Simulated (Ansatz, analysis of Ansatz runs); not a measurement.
# Reproducing a measured local vibrational mode: bond-centred H+ along c in ZnO

Aim: the local vibrational mode of the bond-centred H+ along c in ZnO, to be set beside the measurement. Set-up: PBE, 72-site cell, PBE lattice, 420 eV, k: the single point 1/4 1/4 1/4, symmetric start. The model is a cell of 72 host atoms with 1 H put in. The frequencies come from force constants among the defect atom and its neighbours, with the masses of the isotopes named. Another start tests whether the structure found is the lowest.

What was measured. O-H stretch, 1H: 3611.3 cm⁻¹ at 10 K, by IR absorption (quoted in “Hydrogen and Related Defects in Oxide Semiconductors”, 2012, M. C. Tarun, 2012 (Ph.D. dissertation, Washington State University), quoting earlier work (2002)). O-D stretch, 2H: 2668 cm⁻¹ at 9 K, by FTIR absorption (quoted in “Hydrogen-related defects in hydrothermally grown ZnO studied by Fourier Transform Infrared Spectroscopy”, 2010, Halvard Haug, quoting earlier work (2005)). The calculation is set beside it at the end.

Calculated with Ansatz 0.2.0; plane-wave PAW DFT, PBE; relaxation of all atoms of a defect supercell.

### Step 1. Set-up

The cell holds 73 atoms: 36 Zn, 36 O and 1 H. Its edges and angles: a = 9.839 Å, b = 9.839 Å, c = 10.587 Å, α = 90.0°, β = 90.0°, γ = 120.0°. It derives from ZnO (space group P6_3mc). Nearest the centre at fractional (0.444, 0.556, 0.368): H73 at 0.00 Å, O36 at 1.00 Å, Zn33 at 1.70 Å, Zn46 at 2.35 Å, Zn14 at 2.35 Å, Zn38 at 2.35 Å, O43 at 2.68 Å, O11 at 2.68 Å. The cell carries charge +1.

The host's primitive cell comes from a first run (plane-wave PAW DFT, PBE; relaxation of the host's cell and atoms): vectors of 3.280, 3.280 and 5.293 Å. That is 12.33 Å³ an atom, 3.6 % over the diffraction cell's volume. The supercell is built on it.

### Step 2. Relaxation, charge +1

Every later number rests on the structure around the defect, so the atoms are relaxed at the host's lattice first.

relax/input.yaml reads:

```yaml
relax:
  f_tol: 0.01
  max_steps: 80
  escape_saddle: false
crystal:
  lattice:
    - [9.83855992, 0.0, 0.0]
    - [-4.91927996, 8.52044282, 0.0]
    - [0.0, 0.0, 10.58650211]
  atoms:
    - { symbol: Zn, position: [0.111111111, 0.222222222, 0.249983552] }
    - { symbol: Zn, position: [0.222222222, 0.111111111, -1.6448e-05] }
    - { symbol: O, position: [0.222222222, 0.111111111, 0.189521448] }
    - { symbol: O, position: [0.111111111, 0.222222222, 0.439521448] }
    - { symbol: Zn, position: [0.111111111, 0.222222222, 0.749983552] }
    - { symbol: Zn, position: [0.222222222, 0.111111111, 0.499983552] }
    - { symbol: O, position: [0.222222222, 0.111111111, 0.689521448] }
    - { symbol: O, position: [0.111111111, 0.222222222, 0.939521448] }
    - { symbol: Zn, position: [0.111111111, 0.555555556, 0.249983552] }
    - { symbol: Zn, position: [0.222222222, 0.444444444, -1.6448e-05] }
    - { symbol: O, position: [0.222222222, 0.444444444, 0.189521448] }
    - { symbol: O, position: [0.111111111, 0.555555556, 0.439521448] }
    - { symbol: Zn, position: [0.111111111, 0.555555556, 0.749983552] }
    - { symbol: Zn, position: [0.222222222, 0.444444444, 0.499983552] }
    - { symbol: O, position: [0.222222222, 0.444444444, 0.689521448] }
    - { symbol: O, position: [0.111111111, 0.555555556, 0.939521448] }
    - { symbol: Zn, position: [0.111111111, 0.888888889, 0.249983552] }
    - { symbol: Zn, position: [0.222222222, 0.777777778, -1.6448e-05] }
    - { symbol: O, position: [0.222222222, 0.777777778, 0.189521448] }
    - { symbol: O, position: [0.111111111, 0.888888889, 0.439521448] }
    - { symbol: Zn, position: [0.111111111, 0.888888889, 0.749983552] }
    - { symbol: Zn, position: [0.222222222, 0.777777778, 0.499983552] }
    - { symbol: O, position: [0.222222222, 0.777777778, 0.689521448] }
    - { symbol: O, position: [0.111111111, 0.888888889, 0.939521448] }
    - { symbol: Zn, position: [0.444444444, 0.222222222, 0.249983552] }
    - { symbol: Zn, position: [0.555555556, 0.111111111, -1.6448e-05] }
    - { symbol: O, position: [0.555555556, 0.111111111, 0.189521448] }
    - { symbol: O, position: [0.444444444, 0.222222222, 0.439521448] }
    - { symbol: Zn, position: [0.444444444, 0.222222222, 0.749983552] }
    - { symbol: Zn, position: [0.555555556, 0.111111111, 0.499983552] }
    - { symbol: O, position: [0.555555556, 0.111111111, 0.689521448] }
    - { symbol: O, position: [0.444444444, 0.222222222, 0.939521448] }
    - { symbol: Zn, position: [0.444444444, 0.555555556, 0.207476594] }
    - { symbol: Zn, position: [0.555555556, 0.444444444, -1.6448e-05] }
    - { symbol: O, position: [0.555555556, 0.444444444, 0.189521448] }
    - { symbol: O, position: [0.444444444, 0.555555556, 0.463136425] }
    - { symbol: Zn, position: [0.444444444, 0.555555556, 0.749983552] }
    - { symbol: Zn, position: [0.555555556, 0.444444444, 0.499983552] }
    - { symbol: O, position: [0.555555556, 0.444444444, 0.689521448] }
    - { symbol: O, position: [0.444444444, 0.555555556, 0.939521448] }
    - { symbol: Zn, position: [0.444444444, 0.888888889, 0.249983552] }
    - { symbol: Zn, position: [0.555555556, 0.777777778, -1.6448e-05] }
    - { symbol: O, position: [0.555555556, 0.777777778, 0.189521448] }
    - { symbol: O, position: [0.444444444, 0.888888889, 0.439521448] }
    - { symbol: Zn, position: [0.444444444, 0.888888889, 0.749983552] }
    - { symbol: Zn, position: [0.555555556, 0.777777778, 0.499983552] }
    - { symbol: O, position: [0.555555556, 0.777777778, 0.689521448] }
    - { symbol: O, position: [0.444444444, 0.888888889, 0.939521448] }
    - { symbol: Zn, position: [0.777777778, 0.222222222, 0.249983552] }
    - { symbol: Zn, position: [0.888888889, 0.111111111, -1.6448e-05] }
    - { symbol: O, position: [0.888888889, 0.111111111, 0.189521448] }
    - { symbol: O, position: [0.777777778, 0.222222222, 0.439521448] }
    - { symbol: Zn, position: [0.777777778, 0.222222222, 0.749983552] }
    - { symbol: Zn, position: [0.888888889, 0.111111111, 0.499983552] }
    - { symbol: O, position: [0.888888889, 0.111111111, 0.689521448] }
    - { symbol: O, position: [0.777777778, 0.222222222, 0.939521448] }
    - { symbol: Zn, position: [0.777777778, 0.555555556, 0.249983552] }
    - { symbol: Zn, position: [0.888888889, 0.444444444, -1.6448e-05] }
    - { symbol: O, position: [0.888888889, 0.444444444, 0.189521448] }
    - { symbol: O, position: [0.777777778, 0.555555556, 0.439521448] }
    - { symbol: Zn, position: [0.777777778, 0.555555556, 0.749983552] }
    - { symbol: Zn, position: [0.888888889, 0.444444444, 0.499983552] }
    - { symbol: O, position: [0.888888889, 0.444444444, 0.689521448] }
    - { symbol: O, position: [0.777777778, 0.555555556, 0.939521448] }
    - { symbol: Zn, position: [0.777777778, 0.888888889, 0.249983552] }
    - { symbol: Zn, position: [0.888888889, 0.777777778, -1.6448e-05] }
    - { symbol: O, position: [0.888888889, 0.777777778, 0.189521448] }
    - { symbol: O, position: [0.777777778, 0.888888889, 0.439521448] }
    - { symbol: Zn, position: [0.777777778, 0.888888889, 0.749983552] }
    - { symbol: Zn, position: [0.888888889, 0.777777778, 0.499983552] }
    - { symbol: O, position: [0.888888889, 0.777777778, 0.689521448] }
    - { symbol: O, position: [0.777777778, 0.888888889, 0.939521448] }
    - { symbol: H, position: [0.444444001, 0.555555999, 0.368445448] }
total_charge: 1
basis:
  ecutwfc: 420
  xc_grid: 2
hamiltonian:
  xc: pbe
kpoints:
  mp_grid: { grid: [1, 1, 1], shift: [0.25, 0.25, 0.25] }
scf:
  occupations: { method: fermi_dirac, width: 0.01 }
  max_iter: 120
output:
  forces: true
checkpoint:
  write: "../relax.run"
  compress: false
  write_wavefunctions: true
  write_every: 100000
```

Command:

```sh
> ansatz run input.yaml --threads 2 --pin off --max-ram 4710MiB --backend cpu --events-out ev --progress --plain --runs-dir out
```

Numbers of over 12 decimals in the logs are rounded to 6 here.

What it wrote:

```text
[... repeated set-up lines and file paths are left out, and long positions are rounded to six places ...]
Warning: the atoms were moved onto the symmetric positions of the space group found under crystal.symmetry.tolerance 1.0e-5 (fractional; [...]
Engine: ansatz 0.2.0, aarch64-unknown-linux-gnu
Pseudopotentials: kind: paw
Pseudopotential: Zn, paw, valence charge 12, recommended cutoff 420 eV (normal), Zn.paw.azcp
Pseudopotential: O, paw, valence charge 6, recommended cutoff 420 eV (normal), O.paw.azcp
Pseudopotential: H, paw, valence charge 1, recommended cutoff 420 eV (normal), H.paw.azcp
Functional definition: PBE
  parameter kappa = 0.804
  parameter beta = 0.066725
  exchange = pbe_x(kappa = kappa, mu = beta*pi^2/3)
  correlation = pbe_c(beta = beta)
Crystal: 73 atoms, lattice volume = 887.455 Å³
Basis set: ecut = 420 eV, 17351 PW (Γ), exchange–correlation on 144×144×144 points (8 copies of the dense FFT grid, shifted against one another)
Bands: 397, of which v1, the nominal top of the filled ones, is band 324 counted from 1 (323 counted from 0)
Symmetry: 1 space group operations
k-points: 1
Non-local potential: Zn, projectors of the file, l = 0: 2, l = 1: 2, l = 2: 3, l = 3: 1
Non-local potential: O, projectors of the file, l = 0: 2, l = 1: 2, l = 2: 1
Non-local potential: H, projectors of the file, l = 0: 2, l = 1: 1
PAW form: soft (Blöchl's): semilocal exchange-correlation on the pseudo side does not see the compensation charge
PAW one-centre angular grid: Zn, 590 points (default); XC on 64 Gauss nodes
PAW one-centre angular grid: O, 110 points (default); XC on 64 Gauss nodes
PAW one-centre angular grid: H, 110 points (default); XC on 64 Gauss nodes
Initial density: superposition of atomic densities (neutral atoms scaled as one to the charged cell's electrons: chi_scale 0, normalization atom), corrected by the library's trained network
Initial wavefunctions: pseudopotential atomic-orbital guess
Functional: x = pbe(κ = 0.804, μ = 0.219515), c = pbe(β = 0.066725)
SCF iter   1: F=—  HF=-139949.746787 eV  |F-HF|=—  |Δ(HF+E_count)|=         —  Δρ=7.97e-3  dr2=3.33e-1  ethr=1.77e-3  ⟨swp⟩=6.0  Hψ=1403  notcnv=0  defer=9
preconditioner: auto → Resta (q_TF=auto, 2.589 Å⁻¹)  ε∞=7.4  [insulator: Δε(μ)=2.190 eV  Ē_g=12.567 eV  σ=0.010 eV  W_gap=1.00  n_scr=242 (ndim 8)  ℏωp=31.7 eV  f_vac=0.041  D(μ)=0.00/eV (n_scr^D=0)  ε∞_Penn≈7.4]
SCF iter   2: F=—  HF=-139949.671816 eV  |F-HF|=—  |Δ(HF+E_count)|=   7.50e-2  Δρ=1.50e-3  dr2=2.08e-2  ethr=5.14e-5  ⟨swp⟩=3.0  Hψ=752  notcnv=0  defer=66
SCF iter   3: F=—  HF=-139949.653965 eV  |F-HF|=—  |Δ(HF+E_count)|=   1.79e-2  Δρ=1.43e-3  dr2=1.92e-2  ethr=3.21e-6  ⟨swp⟩=2.0  Hψ=625  notcnv=0  defer=66
SCF iter   4: F=—  HF=-139949.650424 eV  |F-HF|=—  |Δ(HF+E_count)|=   3.54e-3  Δρ=4.14e-4  dr2=2.20e-3  ethr=2.97e-6  ⟨swp⟩=2.0  Hψ=625  notcnv=0  defer=66
SCF iter   5: F=—  HF=-139949.652070 eV  |F-HF|=—  |Δ(HF+E_count)|=   1.65e-3  Δρ=3.89e-4  dr2=9.33e-4  ethr=3.39e-7  ⟨swp⟩=2.0  Hψ=662  notcnv=0  defer=66
SCF iter   6: F=—  HF=-139949.651981 eV  |F-HF|=—  |Δ(HF+E_count)|=   8.91e-5  Δρ=7.47e-5  dr2=6.92e-5  ethr=1.44e-7  ⟨swp⟩=2.0  Hψ=645  notcnv=0  defer=66
SCF iter   7: F=—  HF=-139949.651996 eV  |F-HF|=—  |Δ(HF+E_count)|=   1.45e-5  Δρ=7.04e-5  dr2=3.23e-5  ethr=1.07e-8  ⟨swp⟩=3.0  Hψ=658  notcnv=0  defer=66
SCF iter   8: F=—  HF=-139949.651989 eV  |F-HF|=—  |Δ(HF+E_count)|=   7.01e-6  Δρ=2.09e-5  dr2=3.17e-6  ethr=4.98e-9  ⟨swp⟩=3.0  Hψ=653  notcnv=0  defer=66
SCF iter   9: F=-139949.651988 eV  HF=-139949.651989 eV  |F-HF|=6.63e-7  |Δ(HF+E_count)|=   3.96e-7  Δρ=1.17e-5  dr2=1.06e-6  ethr=3.86e-10  ⟨swp⟩=5.0  Hψ=1338  notcnv=0
SCF 1 converged in 9 iterations: F = -139949.651988 eV  dr2 = 1.06e-6
  greatest PAW one-centre occupation: 0.988 electrons in one spin orbital (limit 2), on the Zn atom at site 32 (counted from 0), in its partial waves of l = 2
relax step   1: F+E_penalty+E_count = -139949.65198829 eV  Δ(F+E_penalty+E_count) = +0.000e0 eV  max|allowed force component| = 1.850e0 eV/Å  Δτ_max = 0.0000 Å  (9 SCF iters, dr2 threshold 2.50e-6 eV, accepted)
[... the SCF cycles and remarks between the steps are left out from here to the last step ...]
relax step   2: F+E_penalty+E_count = -139950.16985865 eV  Δ(F+E_penalty+E_count) = -5.179e-1 eV  max|allowed force component| = 1.059e0 eV/Å  Δτ_max = 0.1023 Å  (6 SCF iters, dr2 threshold 1.00e-4 eV, accepted)
relax step   3: F+E_penalty+E_count = -139950.49392097 eV  Δ(F+E_penalty+E_count) = -3.241e-1 eV  max|allowed force component| = 2.089e-1 eV/Å  Δτ_max = 0.1813 Å  (7 SCF iters, dr2 threshold 7.01e-5 eV, accepted)
relax step   4: F+E_penalty+E_count = -139950.51104123 eV  Δ(F+E_penalty+E_count) = -1.712e-2 eV  max|allowed force component| = 7.365e-2 eV/Å  Δτ_max = 0.0527 Å  (7 SCF iters, dr2 threshold 2.73e-6 eV, accepted)
relax step   5: F+E_penalty+E_count = -139950.47577258 eV  Δ(F+E_penalty+E_count) = +3.527e-2 eV  max|allowed force component| = 4.536e-1 eV/Å  Δτ_max = 0.1020 Å  (9 SCF iters, dr2 threshold 3.39e-7 eV, rejected (line search))
relax step   6: F+E_penalty+E_count = -139950.51338016 eV  Δ(F+E_penalty+E_count) = -2.339e-3 eV  max|allowed force component| = 2.588e-2 eV/Å  Δτ_max = 0.0510 Å  (9 SCF iters, accepted)
relax step   7: F+E_penalty+E_count = -139950.51346802 eV  Δ(F+E_penalty+E_count) = -8.786e-5 eV  max|allowed force component| = 4.420e-2 eV/Å  Δτ_max = 0.0358 Å  (8 SCF iters, accepted)
relax step   8: F+E_penalty+E_count = -139950.50913129 eV  Δ(F+E_penalty+E_count) = +4.337e-3 eV  max|allowed force component| = 3.945e-2 eV/Å  Δτ_max = 0.0175 Å  (7 SCF iters, dr2 threshold 2.41e-7 eV, rejected (line search))
relax step   9: F+E_penalty+E_count = -139950.51410038 eV  Δ(F+E_penalty+E_count) = -6.324e-4 eV  max|allowed force component| = 1.425e-2 eV/Å  Δτ_max = 0.0087 Å  (8 SCF iters, accepted)
SCF iter   1: F=—  HF=-139950.514244 eV  |F-HF|=—  |Δ(HF+E_count)|=         —  Δρ=3.11e-4  dr2=3.04e-4  ethr=9.60e-7  ⟨swp⟩=6.0  Hψ=1432  notcnv=0  defer=67
SCF iter   2: F=—  HF=-139950.514177 eV  |F-HF|=—  |Δ(HF+E_count)|=   6.64e-5  Δρ=1.65e-4  dr2=8.86e-5  ethr=4.69e-8  ⟨swp⟩=2.0  Hψ=461  notcnv=0  defer=67
SCF iter   3: F=—  HF=-139950.514243 eV  |F-HF|=—  |Δ(HF+E_count)|=   6.56e-5  Δρ=2.88e-5  dr2=6.54e-6  ethr=1.37e-8  ⟨swp⟩=3.0  Hψ=654  notcnv=0  defer=67
SCF iter   4: F=—  HF=-139950.514243 eV  |F-HF|=—  |Δ(HF+E_count)|=   6.89e-8  Δρ=1.63e-5  dr2=2.28e-6  ethr=1.01e-9  ⟨swp⟩=3.0  Hψ=654  notcnv=0  defer=67
SCF iter   5: F=—  HF=-139950.514243 eV  |F-HF|=—  |Δ(HF+E_count)|=   2.22e-8  Δρ=7.11e-6  dr2=3.97e-7  ethr=3.52e-10  ⟨swp⟩=3.0  Hψ=655  notcnv=0  defer=67
SCF iter   6: F=—  HF=-139950.514243 eV  |F-HF|=—  |Δ(HF+E_count)|=   1.02e-8  Δρ=4.34e-6  dr2=1.46e-7  ethr=1.54e-11  ⟨swp⟩=5.0  Hψ=1532  notcnv=0
SCF iter   7: F=-139950.514243 eV  HF=-139950.514243 eV  |F-HF|=6.29e-9  |Δ(HF+E_count)|=   2.57e-8  Δρ=1.56e-6  dr2=3.03e-8  ethr=1.54e-11  ⟨swp⟩=5.0  Hψ=1454  notcnv=0
SCF 10 converged in 7 iterations: F = -139950.514243 eV  dr2 = 3.03e-8
relax step  10: F+E_penalty+E_count = -139950.51424263 eV  Δ(F+E_penalty+E_count) = -1.422e-4 eV  max|allowed force component| = 3.385e-3 eV/Å  Δτ_max = 0.0112 Å  (7 SCF iters, accepted)
NSCF: frozen V_eff on 1 k-points
the band table was solved once a step of the walk had ended and its energy, with any forces and stress, was formed, with the checks that follow a solve (1309 applications of the Hamiltonian). They found nothing against the state; [...]
SCF converged after 7 iterations
Free energy (F): -139950.514243 eV
Harris-Foulkes:  -139950.514243 eV  (|F-HF|=6.29e-9)
Internal energy: -139950.514243 eV  (E = F + TS)
E sigma→0 (E₀):  -139950.514243 eV
Fermi energy:    7.698322 eV
--- Per-component energies (eV) ---
  E_band       = 908.826564
  E_kinetic    = 10987.906613
  E_local      = -73310.811023  (includes V_loc(G=0)·N_el)
  E_nonlocal   = 24028.951615
  E_hartree    = 30119.249026
  E_xc         = -7550.143832
  E_vxc        = -5204.857397  (∫ρ·V_xc dr)
  E_paw        = -71647.328943  (= ΣΔE_a)
  E_vpaw       = -15830.939311  (= ΣTr[D̂ρ^β])
  E_aug_tail   = 0.073569  (compensation charges beyond the density's cutoff)
  E_ewald      = -52578.411267
  E_smearing   = -0.000000  (= −TS)
  E_closure    = 0.000000  (closes the sum)
  E_deformation_potential = 13.610662  (in the stress; not in F)
  Σ components = -139950.514243   (vs F -139950.514243, Δ=0.00e0)
--- Forces (eV/Å), atoms counted from 1 ---
  atom   1  Zn    -0.00093435     0.00014198     0.00006208
  atom   2  Zn     0.00062406     0.00022432    -0.00100749
  [... 8 atoms left out ...]
  atom  11  O     -0.00079019    -0.00128889     0.00057975
  [... 2 atoms left out ...]
  atom  14  Zn     0.00157861     0.00021689    -0.00081785
  [... 18 atoms left out ...]
  atom  33  Zn     0.00097966    -0.00002900     0.00027567
  [... 1 atom left out ...]
  atom  35  O      0.00096117     0.00284026    -0.00026782
  atom  36  O     -0.00338422    -0.00046106     0.00243854
  [... 1 atom left out ...]
  atom  38  Zn     0.00178844     0.00051358     0.00174776
  [... 4 atoms left out ...]
  atom  43  O      0.00333455    -0.00012999     0.00009114
  atom  44  O     -0.00063289     0.00001019    -0.00091463
  [... 1 atom left out ...]
  atom  46  Zn     0.00187165    -0.00006414     0.00089774
  [... 26 atoms left out ...]
  atom  73  H     -0.00151382    -0.00007756    -0.00262314
  max |Σ_I F_I| component: 3.94e-5 eV/Å
--- Band table (eV) ---
  k-point 0: bands = ["-12.8583", "-10.9894", "-10.8883", "-10.8470", [... 389 left out ...] "16.7043", "16.7494", "16.7584", "16.8045"]
--- Relaxed structure (10 steps of the walk, 8 accepted, 0 SCFs on fresh bases) ---
  F+E_penalty+E_count = -139950.51424263 eV   max|allowed force component| = 3.385e-3 eV/Å
  atoms:
    - { symbol: Zn, position: [0.110737, 0.221697, 0.250347] }
    - { symbol: Zn, position: [0.221601, 0.109279, 0.001058] }
    [... 8 atoms left out ...]
    - { symbol: O, position: [0.218018, 0.442444, 0.185329] }
    [... 2 atoms left out ...]
    - { symbol: Zn, position: [0.208151, 0.437036, 0.509631] }
    [... 18 atoms left out ...]
    - { symbol: Zn, position: [0.444042, 0.555698, 0.173628] }
    [... 1 atom left out ...]
    - { symbol: O, position: [0.557163, 0.442749, 0.185519] }
    - { symbol: O, position: [0.444811, 0.555525, 0.464181] }
    [... 1 atom left out ...]
    - { symbol: Zn, position: [0.563073, 0.436940, 0.509921] }
    [... 4 atoms left out ...]
    - { symbol: O, position: [0.557329, 0.781767, 0.185479] }
    - { symbol: O, position: [0.444827, 0.887983, 0.439891] }
    [... 1 atom left out ...]
    - { symbol: Zn, position: [0.563052, 0.792056, 0.509851] }
    [... 26 atoms left out ...]
    - { symbol: H, position: [0.445418, 0.555778, 0.372168] }
```

Wall time 8.2 min (2 threads of Arm Neoverse V1, shared host); peak memory 2.2 GiB; 16 min of CPU time.

(Continued in part 2 of 2.)

[Logs are printed without paths, hosts, clocks, repeated set-up lines and the standing remarks that a program may print on its own settings, such as how far it seeks lower states.]

[Hosts, paths, dates, database ids (printed as entryN), source tags and the programs' standing remarks are cut or masked in the printed files.]

[For some hosts the program warned that the k-mesh of the response run may be too coarse for force constants and the static dielectric constant; such warnings are not shown here.]
